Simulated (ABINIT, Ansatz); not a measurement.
# SiPbSe3 (Pm-3m): zone-centre phonons, part 3 of 4

Which modes does SiPbSe3 (Pm-3m) have at the zone centre?

ABINIT 10.8.3; DFT LDA, scalar-relativistic, plane waves, HGH norm-conserving pseudopotentials.

So far. Step 6 (Self-consistent run for the response): The cell stands at -1.1 GPa: the relaxation ran with a smoothed and higher cutoff, and the difference is a stress of the finite basis. Step 7 (Linear response at Γ): The acoustic modes at Γ come out as far as 2.9 cm⁻¹ from zero, where they should vanish, a small numerical error. The lowest optical mode is imaginary, 102i cm⁻¹, an instability at this level and on this k mesh. The relaxed cell has a = 4.823 Å (conventional setting).

The structure was built from a prototype and need not be the compound's stable phase.

## 8. Zone-centre analysis

anaddb reads the merged derivatives and imposes the acoustic sum rule.

Input file anaddb.abi:

```
ddb_filepath "gamma_DDB"
output_file "anaddb.abo"
outdata_prefix "anaddb"
asr 1
chneut 1
enunit 2
eivec 1
nph1l 1
qph1l 0.0 0.0 0.0 1.0
```

Input file mrgddb.in:

```
gamma_DDB
merged
2
dfpt_gammao_DDB
gso_DDB
```

Started as:

```
$ mrgddb < mrgddb.in > mrgddb.log
$ OMP_NUM_THREADS=1 anaddb anaddb.abi > anaddb.log
```

anaddb.abo, the main output file:

```text
-outvars_anaddb: echo values of input variables ----------------------

 Miscellaneous information :
      enunit         2
       eivec         1
         asr         1
 First list of wavevector (reduced coord.) :
       nph1l         1
       qph1l
                     0.00000000E+00  0.00000000E+00  0.00000000E+00    1.000E+00

================================================================================

 read the DDB information and perform some checks

  ==== Info on the Cryst% object ====
 Real(R)+Recip(G) space primitive vectors, cartesian coordinates (Bohr,Bohr^-1):
 R(1)=  9.1144407  0.0000000  0.0000000  G(1)=  0.1097160  0.0000000  0.0000000
 R(2)=  0.0000000  9.1144407  0.0000000  G(2)=  0.0000000  0.1097160  0.0000000
 R(3)=  0.0000000  0.0000000  9.1144407  G(3)=  0.0000000  0.0000000  0.1097160
 Unit cell volume ucvol=  7.5716420E+02 bohr^3
 Angles (23,13,12)=  9.00000000E+01  9.00000000E+01  9.00000000E+01 degrees
 Time-reversal symmetry is present
 Reduced atomic positions [iatom, xred, symbol]:
    1)    0.0000000  0.0000000  0.0000000  Pb
    2)    0.5000000  0.5000000  0.5000000  Si
    3)    0.5000000  0.5000000  0.0000000  Se
    4)    0.5000000  0.0000000  0.5000000  Se
    5)    0.0000000  0.5000000  0.5000000  Se

 DDB file with 3 blocks has been read.

================================================================================

 Treat the first list of vectors

  Phonon wavevector (reduced coordinates) :  0.00000  0.00000  0.00000
 Phonon energies in Hartree :
  -4.659419E-04 -4.659419E-04 -4.659419E-04 -2.747587E-04 -2.747587E-04
  -2.747587E-04 -2.038599E-04 -2.038599E-04 -2.038599E-04  0.000000E+00
   0.000000E+00  0.000000E+00  1.009298E-03  1.009298E-03  1.009298E-03
 Phonon energies in meV     :
- -1.267893E+01 -1.267893E+01 -1.267893E+01 -7.476566E+00 -7.476566E+00
- -7.476566E+00 -5.547311E+00 -5.547311E+00 -5.547311E+00  0.000000E+00
-  0.000000E+00  0.000000E+00  2.746440E+01  2.746440E+01  2.746440E+01
 Phonon frequencies in cm-1    :
- -1.022624E+02 -1.022624E+02 -1.022624E+02 -6.030257E+01 -6.030257E+01
- -6.030257E+01 -4.474208E+01 -4.474208E+01 -4.474208E+01  0.000000E+00
-  0.000000E+00  0.000000E+00  2.215153E+02  2.215153E+02  2.215153E+02
 Phonon frequencies in Thz     :
- -3.065751E+00 -3.065751E+00 -3.065751E+00 -1.807826E+00 -1.807826E+00
- -1.807826E+00 -1.341334E+00 -1.341334E+00 -1.341334E+00  0.000000E+00
-  0.000000E+00  0.000000E+00  6.640862E+00  6.640862E+00  6.640862E+00
 Phonon energies in Kelvin  :
- -1.471328E+02 -1.471328E+02 -1.471328E+02 -8.676195E+01 -8.676195E+01
- -8.676195E+01 -6.437387E+01 -6.437387E+01 -6.437387E+01  0.000000E+00
-  0.000000E+00  0.000000E+00  3.187111E+02  3.187111E+02  3.187111E+02

 Eigendisplacements
 (will be given, for each mode : in cartesian coordinates
   for each atom the real part of the displacement vector,
   then the imaginary part of the displacement vector - absolute values smaller than 1.0d-7 are set to zero)
  Mode number    1   Energy   -4.659419E-04
 Attention : low frequency mode.
   (Could be unstable or acoustic mode)
-  1  0.00000000E+00  0.00000000E+00  5.59543827E-04
-     0.00000000E+00  0.00000000E+00  0.00000000E+00
-  2  0.00000000E+00  0.00000000E+00  2.40115100E-03
-     0.00000000E+00  0.00000000E+00  0.00000000E+00
-  3  0.00000000E+00  0.00000000E+00  4.58053288E-04
-     0.00000000E+00  0.00000000E+00  0.00000000E+00
-  4  0.00000000E+00  0.00000000E+00 -1.39021881E-03
-     0.00000000E+00  0.00000000E+00  0.00000000E+00
-  5  0.00000000E+00  0.00000000E+00 -1.39021881E-03
-     0.00000000E+00  0.00000000E+00  0.00000000E+00
  Mode number    2   Energy   -4.659419E-04
 Attention : low frequency mode.
   (Could be unstable or acoustic mode)
-  1  0.00000000E+00  5.59543827E-04  0.00000000E+00
-     0.00000000E+00  0.00000000E+00  0.00000000E+00
-  2  0.00000000E+00  2.40115100E-03  0.00000000E+00
-     0.00000000E+00  0.00000000E+00  0.00000000E+00
-  3  0.00000000E+00 -1.39021881E-03  0.00000000E+00
-     0.00000000E+00  0.00000000E+00  0.00000000E+00
-  4  0.00000000E+00  4.58053288E-04  0.00000000E+00
-     0.00000000E+00  0.00000000E+00  0.00000000E+00
-  5  0.00000000E+00 -1.39021881E-03  0.00000000E+00
-     0.00000000E+00  0.00000000E+00  0.00000000E+00
  Mode number    3   Energy   -4.659419E-04
 Attention : low frequency mode.
   (Could be unstable or acoustic mode)
-  1  5.59543827E-04  0.00000000E+00  0.00000000E+00
-     0.00000000E+00  0.00000000E+00  0.00000000E+00
-  2  2.40115100E-03  0.00000000E+00  0.00000000E+00
-     0.00000000E+00  0.00000000E+00  0.00000000E+00
-  3 -1.39021881E-03  0.00000000E+00  0.00000000E+00
-     0.00000000E+00  0.00000000E+00  0.00000000E+00
-  4 -1.39021881E-03  0.00000000E+00  0.00000000E+00
-     0.00000000E+00  0.00000000E+00  0.00000000E+00
-  5  4.58053288E-04  0.00000000E+00  0.00000000E+00
-     0.00000000E+00  0.00000000E+00  0.00000000E+00
  Mode number    4   Energy   -2.747587E-04
 Attention : low frequency mode.
   (Could be unstable or acoustic mode)
-  1  0.00000000E+00  0.00000000E+00  0.00000000E+00
-     0.00000000E+00  0.00000000E+00  0.00000000E+00
-  2  0.00000000E+00  0.00000000E+00  0.00000000E+00
-     0.00000000E+00  0.00000000E+00  0.00000000E+00
-  3  0.00000000E+00  0.00000000E+00  0.00000000E+00
-     0.00000000E+00  0.00000000E+00  0.00000000E+00
-  4  0.00000000E+00  0.00000000E+00 -1.86380890E-03
-     0.00000000E+00  0.00000000E+00  0.00000000E+00
-  5  0.00000000E+00  0.00000000E+00  1.86380890E-03
-     0.00000000E+00  0.00000000E+00  0.00000000E+00
  Mode number    5   Energy   -2.747587E-04
 Attention : low frequency mode.
   (Could be unstable or acoustic mode)
-  1  0.00000000E+00  0.00000000E+00  0.00000000E+00
-     0.00000000E+00  0.00000000E+00  0.00000000E+00
-  2  0.00000000E+00  0.00000000E+00  0.00000000E+00
-     0.00000000E+00  0.00000000E+00  0.00000000E+00
-  3  0.00000000E+00  1.86380890E-03  0.00000000E+00
-     0.00000000E+00  0.00000000E+00  0.00000000E+00
-  4  0.00000000E+00  0.00000000E+00  0.00000000E+00
-     0.00000000E+00  0.00000000E+00  0.00000000E+00
-  5  0.00000000E+00 -1.86380890E-03  0.00000000E+00
-     0.00000000E+00  0.00000000E+00  0.00000000E+00
  Mode number    6   Energy   -2.747587E-04
 Attention : low frequency mode.
   (Could be unstable or acoustic mode)
-  1  0.00000000E+00  0.00000000E+00  0.00000000E+00
-     0.00000000E+00  0.00000000E+00  0.00000000E+00
-  2  0.00000000E+00  0.00000000E+00  0.00000000E+00
-     0.00000000E+00  0.00000000E+00  0.00000000E+00
-  3  1.86380890E-03  0.00000000E+00  0.00000000E+00
-     0.00000000E+00  0.00000000E+00  0.00000000E+00
-  4 -1.86380890E-03  0.00000000E+00  0.00000000E+00
-     0.00000000E+00  0.00000000E+00  0.00000000E+00
-  5  0.00000000E+00  0.00000000E+00  0.00000000E+00
-     0.00000000E+00  0.00000000E+00  0.00000000E+00
  Mode number    7   Energy   -2.038599E-04
 Attention : low frequency mode.
   (Could be unstable or acoustic mode)
-  1  0.00000000E+00  0.00000000E+00 -1.08285775E-03
-     0.00000000E+00  0.00000000E+00  0.00000000E+00
-  2  0.00000000E+00  0.00000000E+00  2.33527781E-03
-     0.00000000E+00  0.00000000E+00  0.00000000E+00
-  3  0.00000000E+00  0.00000000E+00  1.29367579E-03
-     0.00000000E+00  0.00000000E+00  0.00000000E+00
-  4  0.00000000E+00  0.00000000E+00  3.58612904E-04
-     0.00000000E+00  0.00000000E+00  0.00000000E+00
-  5  0.00000000E+00  0.00000000E+00  3.58612904E-04
-     0.00000000E+00  0.00000000E+00  0.00000000E+00
  Mode number    8   Energy   -2.038599E-04
 Attention : low frequency mode.
   (Could be unstable or acoustic mode)
-  1  0.00000000E+00 -1.08285775E-03  0.00000000E+00
-     0.00000000E+00  0.00000000E+00  0.00000000E+00
-  2  0.00000000E+00  2.33527781E-03  0.00000000E+00
-     0.00000000E+00  0.00000000E+00  0.00000000E+00
-  3  0.00000000E+00  3.58612904E-04  0.00000000E+00
-     0.00000000E+00  0.00000000E+00  0.00000000E+00
-  4  0.00000000E+00  1.29367579E-03  0.00000000E+00
-     0.00000000E+00  0.00000000E+00  0.00000000E+00
-  5  0.00000000E+00  3.58612904E-04  0.00000000E+00
-     0.00000000E+00  0.00000000E+00  0.00000000E+00
  Mode number    9   Energy   -2.038599E-04
 Attention : low frequency mode.
   (Could be unstable or acoustic mode)
-  1  1.08285775E-03  0.00000000E+00  0.00000000E+00
-     0.00000000E+00  0.00000000E+00  0.00000000E+00
-  2 -2.33527781E-03  0.00000000E+00  0.00000000E+00
-     0.00000000E+00  0.00000000E+00  0.00000000E+00
-  3 -3.58612904E-04  0.00000000E+00  0.00000000E+00
-     0.00000000E+00  0.00000000E+00  0.00000000E+00
-  4 -3.58612904E-04  0.00000000E+00  0.00000000E+00
-     0.00000000E+00  0.00000000E+00  0.00000000E+00
-  5 -1.29367579E-03  0.00000000E+00  0.00000000E+00
-     0.00000000E+00  0.00000000E+00  0.00000000E+00
  Mode number   10   Energy    0.000000E+00
 Attention : low frequency mode.
   (Could be unstable or acoustic mode)
-  1  0.00000000E+00  0.00000000E+00  1.07788672E-03
-     0.00000000E+00  0.00000000E+00  0.00000000E+00
-  2  0.00000000E+00  0.00000000E+00  1.07788739E-03
-     0.00000000E+00  0.00000000E+00  0.00000000E+00
-  3  0.00000000E+00  0.00000000E+00  1.07788631E-03
-     0.00000000E+00  0.00000000E+00  0.00000000E+00
-  4  0.00000000E+00  0.00000000E+00  1.07788460E-03
-     0.00000000E+00  0.00000000E+00  0.00000000E+00
-  5  0.00000000E+00  0.00000000E+00  1.07788460E-03
-     0.00000000E+00  0.00000000E+00  0.00000000E+00
  Mode number   11   Energy    0.000000E+00
 Attention : low frequency mode.
   (Could be unstable or acoustic mode)
-  1  0.00000000E+00  1.07788672E-03  0.00000000E+00
-     0.00000000E+00  0.00000000E+00  0.00000000E+00
-  2  0.00000000E+00  1.07788739E-03  0.00000000E+00
-     0.00000000E+00  0.00000000E+00  0.00000000E+00
-  3  0.00000000E+00  1.07788460E-03  0.00000000E+00
-     0.00000000E+00  0.00000000E+00  0.00000000E+00
-  4  0.00000000E+00  1.07788631E-03  0.00000000E+00
-     0.00000000E+00  0.00000000E+00  0.00000000E+00
-  5  0.00000000E+00  1.07788460E-03  0.00000000E+00
-     0.00000000E+00  0.00000000E+00  0.00000000E+00
  Mode number   12   Energy    0.000000E+00
 Attention : low frequency mode.
   (Could be unstable or acoustic mode)
-  1  1.07788672E-03  0.00000000E+00  0.00000000E+00
-     0.00000000E+00  0.00000000E+00  0.00000000E+00
-  2  1.07788739E-03  0.00000000E+00  0.00000000E+00
-     0.00000000E+00  0.00000000E+00  0.00000000E+00
-  3  1.07788460E-03  0.00000000E+00  0.00000000E+00
-     0.00000000E+00  0.00000000E+00  0.00000000E+00
-  4  1.07788460E-03  0.00000000E+00  0.00000000E+00
-     0.00000000E+00  0.00000000E+00  0.00000000E+00
-  5  1.07788631E-03  0.00000000E+00  0.00000000E+00
-     0.00000000E+00  0.00000000E+00  0.00000000E+00
  Mode number   13   Energy    1.009298E-03
-  1  0.00000000E+00  0.00000000E+00  8.74411720E-06
-     0.00000000E+00  0.00000000E+00  0.00000000E+00
-  2  0.00000000E+00  0.00000000E+00  2.67424867E-03
-     0.00000000E+00  0.00000000E+00  0.00000000E+00
-  3  0.00000000E+00  0.00000000E+00 -1.97542868E-03
-     0.00000000E+00  0.00000000E+00  0.00000000E+00
-  4  0.00000000E+00  0.00000000E+00  5.00636439E-04
-     0.00000000E+00  0.00000000E+00  0.00000000E+00
-  5  0.00000000E+00  0.00000000E+00  5.00636439E-04
-     0.00000000E+00  0.00000000E+00  0.00000000E+00
  Mode number   14   Energy    1.009298E-03
-  1  0.00000000E+00 -8.74411720E-06  0.00000000E+00
-     0.00000000E+00  0.00000000E+00  0.00000000E+00
-  2  0.00000000E+00 -2.67424867E-03  0.00000000E+00
-     0.00000000E+00  0.00000000E+00  0.00000000E+00
-  3  0.00000000E+00 -5.00636439E-04  0.00000000E+00
-     0.00000000E+00  0.00000000E+00  0.00000000E+00
-  4  0.00000000E+00  1.97542868E-03  0.00000000E+00
-     0.00000000E+00  0.00000000E+00  0.00000000E+00
-  5  0.00000000E+00 -5.00636439E-04  0.00000000E+00
-     0.00000000E+00  0.00000000E+00  0.00000000E+00
  Mode number   15   Energy    1.009298E-03
-  1  8.74411720E-06  0.00000000E+00  0.00000000E+00
-     0.00000000E+00  0.00000000E+00  0.00000000E+00
-  2  2.67424867E-03  0.00000000E+00  0.00000000E+00
-     0.00000000E+00  0.00000000E+00  0.00000000E+00
-  3  5.00636439E-04  0.00000000E+00  0.00000000E+00
-     0.00000000E+00  0.00000000E+00  0.00000000E+00
-  4  5.00636439E-04  0.00000000E+00  0.00000000E+00
-     0.00000000E+00  0.00000000E+00  0.00000000E+00
-  5 -1.97542868E-03  0.00000000E+00  0.00000000E+00
-     0.00000000E+00  0.00000000E+00  0.00000000E+00

 Analysis of degeneracies and characters (maximum tolerance=1.00E-06 a.u.)
 For each vibration mode, or group of modes if degenerate,
 the characters are given for each symmetry operation (see the list in the log file).
 Symmetry characters of vibration mode #   1
       degenerate with vibration modes #   2 to    3
  3.0 -3.0 -1.0  1.0 -1.0  1.0 -1.0  1.0  1.0 -1.0 -1.0  1.0  1.0 -1.0 -1.0  1.0
 -0.0  0.0 -0.0  0.0  0.0 -0.0  0.0 -0.0  1.0 -1.0 -1.0  1.0 -1.0  1.0  1.0 -1.0
 -0.0  0.0  0.0 -0.0  0.0 -0.0 -0.0  0.0  1.0 -1.0  1.0 -1.0 -1.0  1.0 -1.0  1.0
 Symmetry characters of vibration mode #   4
       degenerate with vibration modes #   5 to    6
  3.0 -3.0 -1.0  1.0 -1.0  1.0 -1.0  1.0 -1.0  1.0  1.0 -1.0 -1.0  1.0  1.0 -1.0
 -0.0  0.0 -0.0  0.0  0.0 -0.0  0.0 -0.0 -1.0  1.0  1.0 -1.0  1.0 -1.0 -1.0  1.0
 -0.0  0.0  0.0 -0.0  0.0 -0.0 -0.0  0.0 -1.0  1.0 -1.0  1.0  1.0 -1.0  1.0 -1.0
 Symmetry characters of vibration mode #   7
       degenerate with vibration modes #   8 to    9
  3.0 -3.0 -1.0  1.0 -1.0  1.0 -1.0  1.0  1.0 -1.0 -1.0  1.0  1.0 -1.0 -1.0  1.0
 -0.0  0.0 -0.0  0.0  0.0 -0.0  0.0 -0.0  1.0 -1.0 -1.0  1.0 -1.0  1.0  1.0 -1.0
 -0.0  0.0  0.0 -0.0  0.0 -0.0 -0.0  0.0  1.0 -1.0  1.0 -1.0 -1.0  1.0 -1.0  1.0
 Symmetry characters of vibration mode #  10
       degenerate with vibration modes #  11 to   12
  3.0 -3.0 -1.0  1.0 -1.0  1.0 -1.0  1.0  1.0 -1.0 -1.0  1.0  1.0 -1.0 -1.0  1.0
  0.0 -0.0  0.0 -0.0 -0.0  0.0 -0.0  0.0  1.0 -1.0 -1.0  1.0 -1.0  1.0  1.0 -1.0
  0.0 -0.0 -0.0  0.0 -0.0  0.0  0.0 -0.0  1.0 -1.0  1.0 -1.0 -1.0  1.0 -1.0  1.0
 Symmetry characters of vibration mode #  13
       degenerate with vibration modes #  14 to   15
  3.0 -3.0 -1.0  1.0 -1.0  1.0 -1.0  1.0  1.0 -1.0 -1.0  1.0  1.0 -1.0 -1.0  1.0
  0.0 -0.0  0.0 -0.0 -0.0  0.0 -0.0  0.0  1.0 -1.0 -1.0  1.0 -1.0  1.0  1.0 -1.0
  0.0 -0.0 -0.0  0.0 -0.0  0.0  0.0 -0.0  1.0 -1.0  1.0 -1.0 -1.0  1.0 -1.0  1.0
-
```

It took 0.5 s on 1 thread of Arm Neoverse V1, shared host.

Read from the output:

```yaml
lowest_optical_zone_centre_mode: -102.3 cm⁻¹
```

No LO-TO term; unit eigenvectors of the mass-weighted matrix, from anaddb's displacements. Modes at Γ, with each element's share of the kinetic energy (negative means imaginary):

| mode | frequency (cm⁻¹) | symmetry | Pb % | Si % | Se % |
| --- | --- | --- | --- | --- | --- |
| 1 | -102.3 | T1u | 12 | 30 | 59 |
| 2 | -102.3 | T1u | 12 | 30 | 59 |
| 3 | -102.3 | T1u | 12 | 30 | 59 |
| 4 | -60.3 | T2u | 0 | 0 | 100 |
| 5 | -60.3 | T2u | 0 | 0 | 100 |
| 6 | -60.3 | T2u | 0 | 0 | 100 |
| 7 | -44.7 | T1u | 44 | 28 | 28 |
| 8 | -44.7 | T1u | 44 | 28 | 28 |
| 9 | -44.7 | T1u | 44 | 28 | 28 |
| 10 | 0.0 | acoustic | 44 | 6 | 50 |
| 11 | 0.0 | acoustic | 44 | 6 | 50 |
| 12 | 0.0 | acoustic | 44 | 6 | 50 |
| 13 | 221.5 | T1u | 0 | 37 | 63 |
| 14 | 221.5 | T1u | 0 | 37 | 63 |
| 15 | 221.5 | T1u | 0 | 37 | 63 |

Displacements in mode 2 (-102.3 cm⁻¹), the largest set to 1:
```
Pb1  0.00  0.23  0.00
Si2  0.00  1.00  0.00
Se3  0.00 -0.58  0.00
Se4  0.00  0.19  0.00
Se5  0.00 -0.58  0.00
```

Displacements in mode 14 (221.5 cm⁻¹), the largest set to 1:
```
Pb1  0.00  0.00  0.00
Si2  0.00 -1.00  0.00
Se3  0.00 -0.19  0.00
Se4  0.00  0.74  0.00
Se5  0.00 -0.19  0.00
```

The rule moves no optical mode by more than 0.2 cm⁻¹.

[end of part 3 of 4]

[Host names and launcher messages were left out of these logs when they were recorded.]

[Logs are printed without paths, hosts, clocks, repeated set-up lines and the standing remarks that a program may print on its own settings, such as how far it seeks lower states.]

[Hosts, paths, dates, database ids (printed as entryN), source tags and the programs' standing remarks are cut or masked in the printed files.]
